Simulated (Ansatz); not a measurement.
# 1T-VBrI monolayer in a perpendicular field, part 3 of 3

Wanted: the out-of-plane response of the 1T-VBrI monolayer. A positive field points along +c.

Ansatz 0.2.0; plane-wave DFT, PBE+U-D4, Ansatz PAW.

So far. Step 7 (Atoms held, field -0.2 V/Å): The dipole is -0.0970 e·Å, -0.0727 e·Å from its value without field, and the gap 2.530 eV. Step 8 (Single point, field 0.35 V/Å): The dipole is 0.103 e·Å, 0.127 e·Å from its value without field, and the gap 2.526 eV.

### Step 9. Response, atoms held

This step: plane-wave DFT, PBE+U-D4, Ansatz PAW; response to a field along the normal, atoms held (Ansatz 0.2.0).

The dipoles give the slope, and the difference of two potentials shows where the field is screened.

Numbers from this step:

- equivalent conductor thickness p/(ε₀AE): 4.841 Å
- distance between the outer atoms: 3.089 Å

The dipole of the cell by applied field:

```csv
applied field (V/Å),dipole of the cell (e·Å)
-0.200,-0.0970
-0.100,-0.0606
0.000,-0.0243
0.100,0.0121
0.200,0.0485
0.350,0.103
```

The total moment stays at 3 μB for applied field from -0.2 to 0.35 V/Å.

Local field over the applied field, running mean. From the potentials at -0.1 and 0.1 V/Å; running mean over 2.5 Å. Table of local field over applied field by z:

z (Å), local field over applied field and a bar from the least value:
```
      4.5      0.998 ##############################
      5.0      0.995 ##############################
      5.5      0.985 ##############################
      6.0      0.958 #############################
      6.5      0.893 ##########################
      7.0      0.773 ######################
      7.5      0.613 #################
      8.0      0.438 ###########
      8.5      0.274 #####
      9.0      0.164 #
      9.5      0.130 
     10.0      0.135 
     10.5      0.145 #
     11.0      0.163 #
     11.5      0.189 ##
     12.0      0.241 ####
     12.5      0.350 ########
     13.0      0.506 #############
     13.5      0.672 ###################
     14.0      0.819 ########################
     14.5      0.922 ###########################
     15.0      0.971 #############################
     15.5      0.990 ##############################
     16.0      0.997 ##############################
     16.5      0.999 ##############################
```

Electrons, planar mean, per unit field. Induced electron density against z:

z (Å), induced electron density (e/Å³ per V/Å) and a bar from the least value:
```
     4.10    0.00000 ################
     4.54    0.00001 ################
     4.98    0.00002 ################
     5.42    0.00005 ################
     5.86    0.00015 ################
     6.30    0.00037 #################
     6.74    0.00086 ####################
     7.18    0.00184 ########################
     7.62    0.00312 ##############################
     8.05    0.00313 ##############################
     8.49    0.00137 ######################
     8.93    0.00116 #####################
     9.37   -0.00003 ###############
     9.81   -0.00112 ##########
    10.25   -0.00136 #########
    10.84    0.00029 #################
    11.28    0.00136 ######################
    11.72   -0.00016 ###############
    12.16   -0.00111 ##########
    12.59   -0.00203 ######
    13.03   -0.00338 
    13.47   -0.00249 ####
    13.91   -0.00123 ##########
    14.35   -0.00052 #############
    14.79   -0.00020 ###############
    15.23   -0.00007 ###############
    15.67   -0.00003 ###############
    16.11   -0.00001 ################
    16.55    0.00000 ################
    16.99    0.00000 ################
```

By hand: between -0.1 and 0.1 V/Å the dipole changes by 0.07274 e·Å, a slope of 0.3637 e·Å²/V. A perfect conductor of thickness t has p = ε₀AEt, so t = 180.95 × 0.3637 / 13.596 = 4.84 Å (e/ε₀ = 180.95 V·Å, A in Å²).

The induced dipole is that of a conductor 4.84 Å thick.

### Step 10. A changed input: efield.ramp_width = 0.04

This step: plane-wave DFT, PBE+U-D4, Ansatz PAW (Ansatz 0.2.0).

A run with a changed input: it repeats the earlier run at 0.1 V/Å with efield.ramp_width from 0.06 to 0.04.

File input.yaml:

```yaml
crystal:
  lattice:
    - [3.9622327043, 0.0, 0.0]
    - [-1.9811163522, 3.4313941777, 0.0]
    - [0.0, 0.0, 21.0890187838]
  atoms:
    - { symbol: I, position: [0.6666666667, 0.3333333333, 0.4267623872], spin: -0.04 }
    - { symbol: V, position: [0.0, 0.0, 0.5059553979], spin: 2.62 }
    - { symbol: Br, position: [0.3333333333, 0.6666666667, 0.5732376128], spin: -0.03 }
magnetization:
  spin_polarized: true
kpoints:
  mp_grid: { grid: [12, 12, 1] }
  band_path:
    path: [[0, 0, 0], [0.5, 0, 0], [0.33333333, 0.33333333, 0], [0, 0, 0]]
    npoints: 16
hamiltonian:
  xc: pbe
  dispersion: d4
  hubbard: { sites: [{ species: V, l: d, u_eff: 2.0 }] }
scf:
  occupations: { method: fermi_dirac, width: 0.02585 }
  convergence: { dr2_threshold: 1.0e-10 }
efield:
  axis: 3
  dipole_correction: true
  ramp_position: 0.97
  ramp_width: 0.04
  amplitude: 0.1
output:
  write_potential: true
  write_density: true
  volumetric_format: npy
```

Command:

```console
> ansatz run input.yaml --threads 4 --pin off --max-ram 6144MiB --backend cpu --events-out ev --progress --plain --runs-dir out
```

Numbers of over 12 decimals in the logs are rounded to 6 here.

The log of the run:

```text
[...]
Crystal: 3 atoms, lattice volume = 286.726 Å³
Basis set: ecut = 420 eV, 5687 PW (Γ)
Bands: 24, of which v1, the nominal top of the filled ones, is band 19 counted from 1 (18 counted from 0)
Symmetry: 6 space group operations
k-points: 19 of 144 (time reversal used)
[...]
Starting moments: Σ|m| = 2.69 μB on 3 of 3 sites
[...]
SCF iter   1: F=—  HF=-13209.462998 eV  |F-HF|=—  |Δ(HF+E_count)|=         —  Δρ=2.24e-2 (↑2.24e-2 ↓8.60e-3)  dr2=3.18e0  dr2_m=3.38e-1  M=3.000 μB ∫|m|=3.600 μB  β_m=0.30  ethr=3.10e-3  p=0.039 e·Å  D=2.49e-2 V/Å  ΔV_dip=-0.52 eV  dr2_dipole=7.84e-2  V_vac-E_F(+/−)=6.61/5.22 eV  ⟨swp⟩=11.9  Hψ=5894  notcnv=0
[...]
SCF iter  17: F=-13210.378781 eV  HF=-13210.378781 eV  |F-HF|=7.09e-11  |Δ(HF+E_count)|=  7.44e-10  Δρ=7.41e-8 (↑7.41e-8 ↓6.67e-8)  dr2=4.34e-11  dr2_m=1.76e-12  M=3.000 μB ∫|m|=3.216 μB  ethr=1.00e-12  p=0.012 e·Å  D=7.64e-3 V/Å  ΔV_dip=-0.16 eV  dr2_dipole=1.44e-12  V_vac-E_F(+/−)=5.26/3.50 eV  ⟨swp⟩=7.5  Hψ=3839  notcnv=0
SCF 1 converged in 17 iterations: F = -13210.378781 eV  dr2 = 4.34e-11
[...]
SCF converged after 17 iterations
Magnetization: 3.0000 μB (20.0000 up, 17.0000 down)
Absolute magnetization: 3.2170 μB (∫|ρ↑−ρ↓|, with the PAW one-centre terms)
[...]
Per-site moments (μB) at R_I (Å): [(-0.041034, 1.168354), (2.618925, 1.110416), (-0.025993, 1.110416)]
Free energy (F): -13210.378781 eV
[...]
Internal energy: -13210.378781 eV  (E = F + TS)
E sigma→0 (E₀):  -13210.378781 eV
Fermi energy:    -0.747557 eV
Dipole field:    D = 0.007638 V/Å  (p = 0.012102 e·Å, saw-weighted, corrected)
Work function:   not extracted (applied field tilts the vacuum); planar V_es + V_field profile in the machine report
[...]
--- Band table (eV; the first three rows and the last of 38) ---
  k-point 0 ↑: bands = [... 15 lower, -2.8978, -2.8978, -2.5215, -2.5215, -2.3455, 0.8919, 0.8919, 1.7548, ... 1 higher]
  k-point 1 ↑: bands = [... 15 lower, -3.3189, -3.0670, -2.5325, -2.4032, -2.1822, 0.7201, 0.8734, 2.0004, ... 1 higher]
  k-point 2 ↑: bands = [... 15 lower, -3.5275, -3.3407, -2.5989, -2.2681, -2.0546, 0.5246, 0.8442, 2.5524, ... 1 higher]
  k-point 18 ↓: bands = [... 15 lower, -4.2437, -3.9630, 1.9119, 2.0900, 2.1123, 2.3952, 2.4565, 4.2340, ... 1 higher]
Occupation matrices written to <dir>
```

Wall time 30 s (4 threads of Arm Neoverse N1, shared host); peak memory 0.85 GiB; 2 min of CPU time.

Numbers from this step:

```yaml
site_moments: -0.04103, 2.619, -0.02599 μB
gap_on_the_k_mesh: 2.549 eV
dipole_along_the_normal: 0.01210 e·Å
gap_along_the_path: 2.530 eV
gap_the_smaller_of_path_and_mesh: 2.530 eV
```

Deep bands are left out, so band numbers here count from the lowest band kept and differ from the log's. Electronic bands along the path, in eV, zero at the Fermi level of the run, which the smearing sets inside the gap; # counts the bands kept:

```csv
point,up #8,up #9,up #10,up #11,down #5,down #6,down #7,down #8
Γ,-1.77,-1.60,1.64,1.64,-2.02,-2.02,2.38,2.38
halfway,-1.46,-1.28,1.29,1.59,-2.81,-2.51,2.13,2.59
M,-1.47,-1.44,1.64,1.78,-3.25,-2.90,1.85,2.80
halfway,-1.50,-1.39,1.39,1.77,-3.39,-3.19,2.33,2.64
K,-1.49,-1.34,1.34,1.70,-3.50,-3.22,2.66,2.84
halfway,-1.44,-1.30,1.33,1.48,-2.84,-2.82,2.50,2.61
Γ,-1.77,-1.60,1.64,1.64,-2.02,-2.02,2.38,2.38
```

```csv
quantity,this run,earlier run,difference
dipole along the normal (e·Å),0.01210,0.01210,1.7e-6
gap along the path (eV),2.530,2.530,0
gap on the k-mesh (eV),2.549,2.549,-2.1e-7
total moment (μB),3,3,0
```

Nothing in the table moves by 0.01 in its unit (for the dipole 0.5 % and 5e-5 e·Å).

### Step 11. Varying the input

An input spoilt on purpose, to show how the run answers: it repeats the earlier run at 0.1 V/Å with efield.ramp_width from 0.06 to 0.9, and scf.max_iter set to 100.

input.yaml, as its differences from that of step 10:

```diff
@@ -23,2 +23,3 @@
   convergence: { dr2_threshold: 1.0e-10 }
+  max_iter: 100
 efield:
@@ -27,3 +28,3 @@
   ramp_position: 0.97
-  ramp_width: 0.04
+  ramp_width: 0.9
   amplitude: 0.1
```

The log of the run:

```text
I: projections on atomic orbitals take those of the free atom [Kr] 4d10 5s2 5p5, of charge +0.00 (hamiltonian.pseudopotentials.projection_atoms); the dataset's partial waves leave at most 9.4e-6 of an orbital's norm unspanned inside its sphere
V: projections on atomic orbitals take those of the free atom [Ne] 3s2 3p6 3d3 4s2, of charge +0.00 (hamiltonian.pseudopotentials.projection_atoms); the dataset's partial waves leave at most 5.8e-7 of an orbital's norm unspanned inside its sphere
Br: projections on atomic orbitals take those of the free atom [Ar 3d10] 4s2 4p5, of charge +0.00 (hamiltonian.pseudopotentials.projection_atoms); the dataset's partial waves leave at most 2.8e-6 of an orbital's norm unspanned inside its sphere
Engine: ansatz 0.2.0, aarch64-unknown-linux-gnu
Pseudopotentials: kind: paw
Pseudopotential: I, paw, valence charge 17, recommended cutoff 420 eV (normal), I.paw.azcp
Pseudopotential: V, paw, valence charge 13, recommended cutoff 420 eV (normal), V.paw.azcp
Pseudopotential: Br, paw, valence charge 7, recommended cutoff 420 eV (normal), Br.paw.azcp
Functional definition: PBE
  parameter kappa = 0.804
  parameter beta = 0.066725
  exchange = pbe_x(kappa = kappa, mu = beta*pi^2/3)
  correlation = pbe_c(beta = beta)
Crystal: 3 atoms, lattice volume = 286.726 Å³
Basis set: ecut = 420 eV, 5687 PW (Γ)
Bands: 24, of which v1, the nominal top of the filled ones, is band 19 counted from 1 (18 counted from 0)
Symmetry: 6 space group operations
k-points: 19 of 144 (time reversal used)
Non-local potential: I, projectors of the file, l = 0: 2, l = 1: 2, l = 2: 2, l = 3: 2
Non-local potential: V, projectors of the file, l = 0: 3, l = 1: 2, l = 2: 3, l = 3: 1
Non-local potential: Br, projectors of the file, l = 0: 2, l = 1: 2, l = 2: 2
PAW form: soft (Blöchl's): semilocal exchange-correlation on the pseudo side does not see the compensation charge
PAW one-centre angular grid: I, 590 points (default); XC on 64 Gauss nodes
PAW one-centre angular grid: V, 590 points (default); XC on 64 Gauss nodes
PAW one-centre angular grid: Br, 110 points (default); XC on 64 Gauss nodes
Initial density: superposition of atomic densities (neutral atoms: chi_scale 0, normalization atom, screened)
Starting moments: Σ|m| = 2.69 μB on 3 of 3 sites
Initial wavefunctions: pseudopotential atomic-orbital guess
Functional: x = pbe(κ = 0.804, μ = 0.219515), c = pbe(β = 0.066725)
Error: efield: ion 0 (I) at fractional coordinate 0.4268 along the field axis lies inside the sawtooth ramp with 2 of the planes that the density is read on at each end, [0.9561, 0.8839] — the ramp must sit in vacuum (an ion there feels the fictitious reversed slope); set or move the ramp (efield.ramp_position / ramp_width) or move the geometry
```

The job ended after 0.99 s (4 threads; peak memory 0.42 GiB).

The input was rejected at the start.

The program's message: “Error: efield: ion 0 (I) at fractional coordinate 0.4268 along the field axis lies inside the sawtooth ramp with 2 of the planes that the density is read on at each end, [0.9561, 0.8839] — the ramp mu …”

The fault put into the input: a ramp so wide that it reaches the atoms.

### Step 12. Results

```json
{
  "gap without field": "2.53 eV",
  "ionisation energy, upper face": "5.84 eV",
  "electron affinity, upper face": "3.31 eV",
  "step between the vacuum levels": "0.323 eV",
  "equivalent conductor thickness, atoms held": "4.84 Å"
}
```

What this shows: The induced dipole equals that of a perfect conductor 4.84 Å thick, while the outer atoms lie 3.09 Å apart; an out-of-plane ε follows only once a thickness t is chosen, by 1 − 1/ε = 4.84 Å / t. The two faces differ: the vacuum level above lies 0.32 eV higher than the one below. The gap stays within 0.01 eV of 2.53 eV over the fields run, up to 0.35 V/Å in size. Semilocal functionals give gaps that are too small, and excitons are not included. The magnetic order is the one reached from the typed start; other orders were not compared. Spin-orbit coupling is left out, which matters for the bands of elements this heavy.

[Logs are printed without paths, hosts, clocks, repeated set-up lines and the standing remarks that a program may print on its own settings, such as how far it seeks lower states.]

[Hosts, paths, dates, database ids (printed as entryN), source tags and the programs' standing remarks are cut or masked in the printed files.]

[Maps of the electrostatic potential energy from Ansatz leave out the sawtooth potential of an applied field or a dipole correction, so their vacuum need not be flat; planar profiles and work functions include it.]
